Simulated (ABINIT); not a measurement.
# SiO2 (P6_322): bands and cutoff in G0W0 with ABINIT, part 2 of 2

What does each rung of G0W0 on SiO2 (P6_322) cost, and what does it buy?

ABINIT 10.8.3; LDA and many-body steps on it, plane waves. Known limits of the many-body steps: not at the basis limit; coarse k mesh.

So far. Step 3 (Screening, 3×3×1 mesh, 167 bands, screening to 68.6 eV): Local fields lower ε∞ by 7 %. On a Γ-centred mesh this coarse the value itself is usually too large, while a short band sum pulls it down. Step 4 (167 bands, 68.6 eV): The gap on the mesh goes from 5.47 eV to 8.41 eV, a correction of +2.94 eV.

**6. 237 bands, 90.6 eV**

This step: G0W0 on LDA, plane waves, norm-conserving pseudopotentials.

run.abi reads:

```
acell 3*1.0 Angstrom
rprim 
  5.069073888499 -0.000000000025 0.000000000000
  -2.534536944228 4.389946761113 0.000000000000
  0.000000000000 0.000000000000 8.558488540000
ntypat 2
znucl 14 8
natom 12
typat 1 1 1 1 2 2 2 2 2 2 2 2
xred 
  0.666666666667 0.333333333333 0.937125800000
  0.666666666667 0.333333333333 0.562874200000
  0.333333333333 0.666666666667 0.062874200000
  0.333333333333 0.666666666667 0.437125800000
  0.000000000000 0.421258740000 0.000000000000
  0.421258740000 0.421258740000 0.500000000000
  0.578741260000 0.000000000000 0.500000000000
  0.578741260000 0.578741260000 0.000000000000
  0.000000000000 0.578741260000 0.500000000000
  0.666666666667 0.333333333333 0.750000000000
  0.333333333333 0.666666666667 0.250000000000
  0.421258740000 0.000000000000 0.000000000000
pp_dirpath "pseudos"
pseudos "Si.upf, O.upf"
ecut 36
ngkpt 3 3 1
nshiftk 1
shiftk 0 0 0
kptopt 1
chksymbreak 0
istwfk *1
occopt 1
irdwfk 1
optdriver 4
nband 237
gwcalctyp 0
ecutsigx 36
symsigma 1
nkptgw 2
kptgw 
  0.3333333333 0.0000000000 0.0000000000
  0.0000000000 0.0000000000 0.0000000000
bdgw 
  31 34
  31 34
ecuteps 3.33
irdscr 1
ppmodel 1
indata_prefix "in"
outdata_prefix "out"
tmpdata_prefix "tmp"
```

Command:

```console
> OMP_NUM_THREADS=1 mpirun -n 4 abinit run.abi > log
```

Numbers of over 12 decimals in the logs are rounded to 6 here.

The log of the run:

```text
.Version 10.8.3 of ABINIT. v10.8.2 released Aug 2026.

 Symmetries : space group P6_3 2 2 (#182); Bravais hP (primitive hexag.)
[... echo of the input left out ...]
== DATASET  1 ==================================================================
-   mpi_nproc: 4, omp_nthreads: 1 (-1 if OMP is not activated)

--- !DatasetInfo
iteration_state: {dtset: 1, }
dimensions: {natom: 12, nkpt: 3, mband: 237, nsppol: 1, nspinor: 1, nspden: 1, mpw: 13285, }
cutoff_energies: {ecut:  36.0, pawecutdg:  -1.0, }
electrons: {nelect:   6.40000000E+01, charge:   0.00000000E+00, occopt:   1.00000000E+00, tsmear:   1.00000000E-02, }

 SIGMA: Calculation of the GW corrections

 Based on a program developped by R.W. Godby, V. Olevano, G. Onida, and L. Reining.
 Incorporated in ABINIT by V. Olevano, G.-M. Rignanese, and M. Torrent.
.Using double precision arithmetic ; gwpc =  8

[... cell and pseudopotentials left out ...]
--------------------------------------------------------------------------------

 ==== K-mesh for the wavefunctions ====
 Number of points in the irreducible wedge :     3
[... list of points left out ...]
 Together with 12 symmetry operations and time-reversal symmetry
 yields     9 points in the full Brillouin Zone.

 ==== Q-mesh for screening function ====
 Number of points in the irreducible wedge :     3
[... list of points left out ...]
 Together with 12 symmetry operations and time-reversal symmetry
 yields     9 points in the full Brillouin Zone.

 vcoul_init : cutoff-mode = AUXILIARY_FUNCTION
 q-points for optical limit:   1
     1)      0.000010    0.000020    0.000030
 setmesh: FFT mesh size selected  =    45x   45x   90
          total number of points  =       182250

 Number of electrons calculated from density =   64.0000; Expected =   64.0000
[...]
number of omega for Sigma on real axis              0
 max omega for Sigma on real axis  [eV]           0.00
 zcut for avoiding poles [eV]                     0.10

 EPSILON^-1 parameters (SCR file):
 dimension of the eps^-1 matrix on file            373
 dimension of the eps^-1 matrix used               373
 number of plane-waves for wavefunctions         13285
 number of bands                                   237
 number of q-points in IBZ                           3
 number of frequencies                               2
 number of real frequencies                          1
 number of imag frequencies                          1

 matrix elements of self-energy operator (all in [eV])

 Perturbative Calculation

--- !SelfEnergy_ee
iteration_state: {dtset: 1, }
kpoint     : [   0.333,    0.000,    0.000, ]
spin       : 1
KS_gap     :    6.713
QP_gap     :    9.820
Delta_QP_KS:    3.107
data: !SigmaeeData |
     Band     E0 <VxcDFT>   SigX SigC(E0)      Z dSigC/dE  Sig(E)    E-E0       E
       31  -1.864 -19.328 -25.260   3.946   0.818  -0.222 -20.954  -1.625  -3.489
       32  -1.391 -19.943 -25.830   4.005   0.819  -0.222 -21.484  -1.541  -2.932
       33   5.322  -9.590  -5.204  -2.608   0.881  -0.136  -8.024   1.566   6.888
[...]
--- !SelfEnergy_ee
iteration_state: {dtset: 1, }
kpoint     : [   0.000,    0.000,    0.000, ]
spin       : 1
KS_gap     :    5.472
QP_gap     :    8.432
Delta_QP_KS:    2.960
data: !SigmaeeData |
     Band     E0 <VxcDFT>   SigX SigC(E0)      Z dSigC/dE  Sig(E)    E-E0       E
[...]
33   4.079  -8.958  -4.713  -2.645   0.885  -0.130  -7.541   1.416   5.496
       34   6.353 -11.717  -6.455  -3.085   0.868  -0.153  -9.828   1.889   8.242

== END DATASET(S) ==============================================================
================================================================================

 -outvars: echo values of variables after computation  --------
           etotal      0.0000000000E+00
            nband         237
             nkpt           3
          spgroup         182
 [... the other variables as echoed above ...]

 Calculation completed.
```

It took 19 s on 4 MPI ranks of Arm Neoverse V1, shared host; peak memory 1.3 GiB.

Numbers from this step:

| Property | Result |
| --- | --- |
| G0W0 gap on the points computed | 8.428 eV |
| starting gap on the mesh | 5.470 eV |
| k of the valence top | 0.3333, 0, 0 |
| k of the conduction bottom | 0, 0, 0 |
| Z at the valence top | 0.819 |
| Z at the conduction bottom | 0.885 |
| least direct G0W0 gap on the computed points | 8.433 eV |

Against G0W0 in ABINIT (3×3×1 mesh, 167 bands, screening to 68.6 eV, Godby-Needs plasmon pole), the gap moves by +0.018 eV.

**7. Screening, 3×3×1 mesh, 348 bands, screening to 120.8 eV**

This step: RPA screening on LDA, plane waves, norm-conserving pseudopotentials.

Changes to run.abi since step 6:

```diff
@@ -33,17 +33,8 @@
 irdwfk 1
-optdriver 4
-nband 237
-gwcalctyp 0
-ecutsigx 36
-symsigma 1
-nkptgw 2
-kptgw 
-  0.3333333333 0.0000000000 0.0000000000
-  0.0000000000 0.0000000000 0.0000000000
-bdgw 
-  31 34
-  31 34
-ecuteps 3.33
-irdscr 1
-ppmodel 1
+optdriver 3
+nband 348
+ecuteps 4.44
+inclvkb 2
+awtr 1
+symchi 1
 indata_prefix "in"
```

The log of the run:

```text
.Version 10.8.3 of ABINIT. v10.8.2 released Aug 2026.

 Symmetries : space group P6_3 2 2 (#182); Bravais hP (primitive hexag.)
[... echo of the input left out ...]
== DATASET  1 ==================================================================
-   mpi_nproc: 4, omp_nthreads: 1 (-1 if OMP is not activated)

--- !DatasetInfo
iteration_state: {dtset: 1, }
dimensions: {natom: 12, nkpt: 3, mband: 348, nsppol: 1, nspinor: 1, nspden: 1, mpw: 13285, }
cutoff_energies: {ecut:  36.0, pawecutdg:  -1.0, }
[...]
--------------------------------------------------------------------------------
[... chi0 elements left out ...]
 For q-point:  0.000010 0.000020 0.000030
  dielectric constant =   2.0772
  dielectric constant without local fields =   2.2610

  Average fulfillment of the sum rule on Im[epsilon] for q-point    1 :     71.93  [%]
[... wings left out ...]
  q-point number  2        q = ( 0.333333, 0.000000, 0.000000) [r.l.u.]
--------------------------------------------------------------------------------
[... chi0 elements left out ...]
  Average fulfillment of the sum rule on Im[epsilon] for q-point    2 :     74.69  [%]

 [... 1 further q-points ...]
```

Wall time 3.5 min (4 MPI ranks); peak memory 2.6 GiB.

This step gave:

| Property | Result |
| --- | --- |
| ε∞ with local fields, on this mesh, along the program's q direction | 2.077 |
| the same without local fields | 2.261 |
| plasma frequency | 21.53 eV |
| plane waves in the screening matrix | 573 |

**8. 348 bands, 120.8 eV**

This step: G0W0 on LDA, plane waves, norm-conserving pseudopotentials.

Changes to run.abi since step 7:

```diff
@@ -33,8 +33,17 @@
 irdwfk 1
-optdriver 3
+optdriver 4
 nband 348
+gwcalctyp 0
+ecutsigx 36
+symsigma 1
+nkptgw 2
+kptgw 
+  0.3333333333 0.0000000000 0.0000000000
+  0.0000000000 0.0000000000 0.0000000000
+bdgw 
+  31 34
+  31 34
 ecuteps 4.44
-inclvkb 2
-awtr 1
-symchi 1
+irdscr 1
+ppmodel 1
 indata_prefix "in"
```

The log of the run:

```text
.Version 10.8.3 of ABINIT. v10.8.2 released Aug 2026.

 Symmetries : space group P6_3 2 2 (#182); Bravais hP (primitive hexag.)
[... echo of the input left out ...]
== DATASET  1 ==================================================================
-   mpi_nproc: 4, omp_nthreads: 1 (-1 if OMP is not activated)

--- !DatasetInfo
iteration_state: {dtset: 1, }
dimensions: {natom: 12, nkpt: 3, mband: 348, nsppol: 1, nspinor: 1, nspden: 1, mpw: 13285, }
cutoff_energies: {ecut:  36.0, pawecutdg:  -1.0, }
[...]
Band     E0 <VxcDFT>   SigX SigC(E0)      Z dSigC/dE  Sig(E)    E-E0       E
[...]
33   4.079  -8.958  -4.713  -2.658   0.884  -0.131  -7.555   1.402   5.482
       34   6.353 -11.717  -6.455  -3.140   0.865  -0.156  -9.880   1.837   8.189

== END DATASET(S) ==============================================================
================================================================================

 -outvars: echo values of variables after computation  --------
           etotal      0.0000000000E+00
            nband         348
             nkpt           3
          spgroup         182
 [... the other variables as echoed above ...]

 Calculation completed.
```

Wall time 54 s (4 MPI ranks); peak memory 1.9 GiB; 3.6 min of CPU time.

Numbers from this step:

* G0W0 gap on the points computed: 8.521 eV
* starting gap on the mesh: 5.470 eV
* k of the valence top: 0.3333, 0, 0
* k of the conduction bottom: 0, 0, 0
* least direct G0W0 gap on the computed points: 8.526 eV

Against G0W0 in ABINIT (3×3×1 mesh, 237 bands, screening to 90.6 eV, Godby-Needs plasmon pole), the gap moves by +0.093 eV.

**9. Screening, 3×3×1 mesh, 501 bands, screening to 157 eV**

This step: RPA screening on LDA, plane waves, norm-conserving pseudopotentials.

Changes to run.abi since step 8:

```diff
@@ -33,17 +33,8 @@
 irdwfk 1
-optdriver 4
-nband 348
-gwcalctyp 0
-ecutsigx 36
-symsigma 1
-nkptgw 2
-kptgw 
-  0.3333333333 0.0000000000 0.0000000000
-  0.0000000000 0.0000000000 0.0000000000
-bdgw 
-  31 34
-  31 34
-ecuteps 4.44
-irdscr 1
-ppmodel 1
+optdriver 3
+nband 501
+ecuteps 5.77
+inclvkb 2
+awtr 1
+symchi 1
 indata_prefix "in"
```

The log of the run:

```text
.Version 10.8.3 of ABINIT. v10.8.2 released Aug 2026.

 Symmetries : space group P6_3 2 2 (#182); Bravais hP (primitive hexag.)
[... echo of the input left out ...]
== DATASET  1 ==================================================================
-   mpi_nproc: 4, omp_nthreads: 1 (-1 if OMP is not activated)

--- !DatasetInfo
iteration_state: {dtset: 1, }
dimensions: {natom: 12, nkpt: 3, mband: 501, nsppol: 1, nspinor: 1, nspden: 1, mpw: 13285, }
cutoff_energies: {ecut:  36.0, pawecutdg:  -1.0, }
[...]
--------------------------------------------------------------------------------
[... chi0 elements left out ...]
 For q-point:  0.000010 0.000020 0.000030
  dielectric constant =   2.0721
  dielectric constant without local fields =   2.2636

  Average fulfillment of the sum rule on Im[epsilon] for q-point    1 :     79.45  [%]
[... wings left out ...]
  q-point number  2        q = ( 0.333333, 0.000000, 0.000000) [r.l.u.]
--------------------------------------------------------------------------------
[... chi0 elements left out ...]
  Average fulfillment of the sum rule on Im[epsilon] for q-point    2 :     81.57  [%]

 [... 1 further q-points ...]
```

Run time: 5.8 min. Hardware: 4 MPI ranks; peak memory 3.2 GiB.

This step gave:

- ε∞ with local fields, on this mesh, along the program's q direction: 2.072
- the same without local fields: 2.264
- plasma frequency: 21.53 eV
- plane waves in the screening matrix: 869

**10. 501 bands, 157 eV**

This step: G0W0 on LDA, plane waves, norm-conserving pseudopotentials.

Changes to run.abi since step 9:

```diff
@@ -33,8 +33,17 @@
 irdwfk 1
-optdriver 3
+optdriver 4
 nband 501
+gwcalctyp 0
+ecutsigx 36
+symsigma 1
+nkptgw 2
+kptgw 
+  0.3333333333 0.0000000000 0.0000000000
+  0.0000000000 0.0000000000 0.0000000000
+bdgw 
+  31 34
+  31 34
 ecuteps 5.77
-inclvkb 2
-awtr 1
-symchi 1
+irdscr 1
+ppmodel 1
 indata_prefix "in"
```

The log of the run:

```text
.Version 10.8.3 of ABINIT. v10.8.2 released Aug 2026.

 Symmetries : space group P6_3 2 2 (#182); Bravais hP (primitive hexag.)
[... echo of the input left out ...]
== DATASET  1 ==================================================================
-   mpi_nproc: 4, omp_nthreads: 1 (-1 if OMP is not activated)

--- !DatasetInfo
iteration_state: {dtset: 1, }
dimensions: {natom: 12, nkpt: 3, mband: 501, nsppol: 1, nspinor: 1, nspden: 1, mpw: 13285, }
cutoff_energies: {ecut:  36.0, pawecutdg:  -1.0, }
[...]
Band     E0 <VxcDFT>   SigX SigC(E0)      Z dSigC/dE  Sig(E)    E-E0       E
[...]
33   4.079  -8.958  -4.713  -2.682   0.882  -0.133  -7.579   1.379   5.458
       34   6.353 -11.717  -6.455  -3.202   0.863  -0.158  -9.938   1.779   8.131

== END DATASET(S) ==============================================================
================================================================================

 -outvars: echo values of variables after computation  --------
           etotal      0.0000000000E+00
            nband         501
             nkpt           3
          spgroup         182
 [... the other variables as echoed above ...]

 Calculation completed.
```

Wall time 2.7 min (4 MPI ranks); peak memory 2.9 GiB; 11 min of CPU time.

Numbers from this step:

```
G0W0 gap on the points computed              : 8.616 eV
starting gap on the mesh                     : 5.470 eV
k of the valence top                         : 0.3333, 0, 0
k of the conduction bottom                   : 0, 0, 0
least direct G0W0 gap on the computed points : 8.620 eV
```

Against G0W0 in ABINIT (3×3×1 mesh, 348 bands, screening to 120.8 eV, Godby-Needs plasmon pole), the gap moves by +0.095 eV.

**11. Screening, 3×3×1 mesh, 713 bands, screening to 201.4 eV**

This step: RPA screening on LDA, plane waves, norm-conserving pseudopotentials.

Changes to run.abi since step 10:

```diff
@@ -33,17 +33,8 @@
 irdwfk 1
-optdriver 4
-nband 501
-gwcalctyp 0
-ecutsigx 36
-symsigma 1
-nkptgw 2
-kptgw 
-  0.3333333333 0.0000000000 0.0000000000
-  0.0000000000 0.0000000000 0.0000000000
-bdgw 
-  31 34
-  31 34
-ecuteps 5.77
-irdscr 1
-ppmodel 1
+optdriver 3
+nband 713
+ecuteps 7.4
+inclvkb 2
+awtr 1
+symchi 1
 indata_prefix "in"
```

The log of the run:

```text
.Version 10.8.3 of ABINIT. v10.8.2 released Aug 2026.

 Symmetries : space group P6_3 2 2 (#182); Bravais hP (primitive hexag.)
[... echo of the input left out ...]
== DATASET  1 ==================================================================
-   mpi_nproc: 4, omp_nthreads: 1 (-1 if OMP is not activated)

--- !DatasetInfo
iteration_state: {dtset: 1, }
dimensions: {natom: 12, nkpt: 3, mband: 713, nsppol: 1, nspinor: 1, nspden: 1, mpw: 13285, }
cutoff_energies: {ecut:  36.0, pawecutdg:  -1.0, }
[...]
--------------------------------------------------------------------------------
[... chi0 elements left out ...]
 For q-point:  0.000010 0.000020 0.000030
  dielectric constant =   2.0707
  dielectric constant without local fields =   2.2646

  Average fulfillment of the sum rule on Im[epsilon] for q-point    1 :     85.22  [%]
[... wings left out ...]
  q-point number  2        q = ( 0.333333, 0.000000, 0.000000) [r.l.u.]
--------------------------------------------------------------------------------
[... chi0 elements left out ...]
  Average fulfillment of the sum rule on Im[epsilon] for q-point    2 :     86.77  [%]

 [... 1 further q-points ...]
```

Run time: 11 min. Hardware: 4 MPI ranks; peak memory 4.7 GiB; 45 min of CPU time.

This step gave:

```yaml
eps_infinity_with_local_fields_on_this_mesh_along_the_program_s_q_direction: 2.071
the_same_without_local_fields: 2.265
plasma_frequency: 21.53 eV
plane_waves_in_the_screening_matrix: 1237
```

**12. 713 bands, 201.4 eV**

This step: G0W0 on LDA, plane waves, norm-conserving pseudopotentials.

Changes to run.abi since step 11:

```diff
@@ -33,8 +33,17 @@
 irdwfk 1
-optdriver 3
+optdriver 4
 nband 713
+gwcalctyp 0
+ecutsigx 36
+symsigma 1
+nkptgw 2
+kptgw 
+  0.3333333333 0.0000000000 0.0000000000
+  0.0000000000 0.0000000000 0.0000000000
+bdgw 
+  31 34
+  31 34
 ecuteps 7.4
-inclvkb 2
-awtr 1
-symchi 1
+irdscr 1
+ppmodel 1
 indata_prefix "in"
```

The log of the run:

```text
.Version 10.8.3 of ABINIT. v10.8.2 released Aug 2026.

 Symmetries : space group P6_3 2 2 (#182); Bravais hP (primitive hexag.)
[... echo of the input left out ...]
== DATASET  1 ==================================================================
-   mpi_nproc: 4, omp_nthreads: 1 (-1 if OMP is not activated)

--- !DatasetInfo
iteration_state: {dtset: 1, }
dimensions: {natom: 12, nkpt: 3, mband: 713, nsppol: 1, nspinor: 1, nspden: 1, mpw: 13285, }
cutoff_energies: {ecut:  36.0, pawecutdg:  -1.0, }
[...]
Band     E0 <VxcDFT>   SigX SigC(E0)      Z dSigC/dE  Sig(E)    E-E0       E
[...]
33   4.079  -8.958  -4.713  -2.710   0.882  -0.134  -7.604   1.354   5.433
       34   6.353 -11.717  -6.455  -3.253   0.862  -0.160  -9.985   1.732   8.085

== END DATASET(S) ==============================================================
================================================================================

 -outvars: echo values of variables after computation  --------
           etotal      0.0000000000E+00
            nband         713
             nkpt           3
          spgroup         182
 [... the other variables as echoed above ...]

 Calculation completed.
```

It took 7.5 min on 4 MPI ranks; peak memory 4.9 GiB.

This step gave:

| Property | Result |
| --- | --- |
| G0W0 gap on the points computed | 8.698 eV |
| starting gap on the mesh | 5.470 eV |
| k of the valence top | 0.3333, 0, 0 |
| k of the conduction bottom | 0, 0, 0 |
| least direct G0W0 gap on the computed points | 8.702 eV |

Against G0W0 in ABINIT (3×3×1 mesh, 501 bands, screening to 157 eV, Godby-Needs plasmon pole), the gap moves by +0.082 eV.

**13. Side by side**

Times are wall times on 4 MPI ranks of Arm Neoverse V1, shared host, good to a factor of about two. A run's time includes the screening step that it read.

```tsv
run	mesh	bands	screening cutoff (eV)	DFT gap (eV)	gap on the mesh (eV)	direct (eV)	ε∞ used	time
167 bands, 68.6 eV	3×3×1	167	68.6	5.470	8.410	8.415	2.09	87 s
237 bands, 90.6 eV	3×3×1	237	90.6	5.470	8.428	8.433	2.09	2.3 min
348 bands, 120.8 eV	3×3×1	348	120.8	5.470	8.521	8.526	2.08	4.4 min
501 bands, 157 eV	3×3×1	501	157	5.470	8.616	8.620	2.07	8.5 min
713 bands, 201.4 eV	3×3×1	713	201.4	5.470	8.698	8.702	2.07	19 min
```

**14. Summary of results**

```json
{
  "167 bands, 68.6 eV": "8.410 eV",
  "237 bands, 90.6 eV": "8.428 eV",
  "348 bands, 120.8 eV": "8.521 eV",
  "501 bands, 157 eV": "8.616 eV",
  "713 bands, 201.4 eV": "8.698 eV",
  "known limits": "not at the basis limit; coarse k mesh"
}
```

From the first rung to the last the gap moves by +0.29 eV for 13 times the time. In the G0W0 runs levels were corrected at 2 k points alone, so a gap called «on the mesh» is the least over those, and an edge elsewhere would be missed. A denser mesh or path gives a starting gap of 5.42 eV: the GW mesh misses a band edge, so its gaps are not the fundamental one. The 3×3×1 mesh is coarse for this cell, which bears on the long-range parts of exchange and screening.

[Paths, hosts, dates, memory and timing lines, banners, echoed tables and standing remarks are left out of the program output.]

[Logs are printed without paths, hosts, clocks, repeated set-up lines and the standing remarks that a program may print on its own settings, such as how far it seeks lower states.]

[Runs of the session that timed out or met a known fault of the program may be left out.]

[Hosts, paths, dates, database ids (printed as entryN), source tags and the programs' standing remarks are cut or masked in the printed files.]

[G0W0 gaps are taken among the corrected bands and points alone; a level outside them can change the order at an edge.]

[Where Ansatz stands beside ABINIT at settings called matched, ABINIT's density can come from a denser mesh and the files from another edition; pairs whose starting gaps differed by over 0.03 eV were left out, so agreement reads better than it is.]
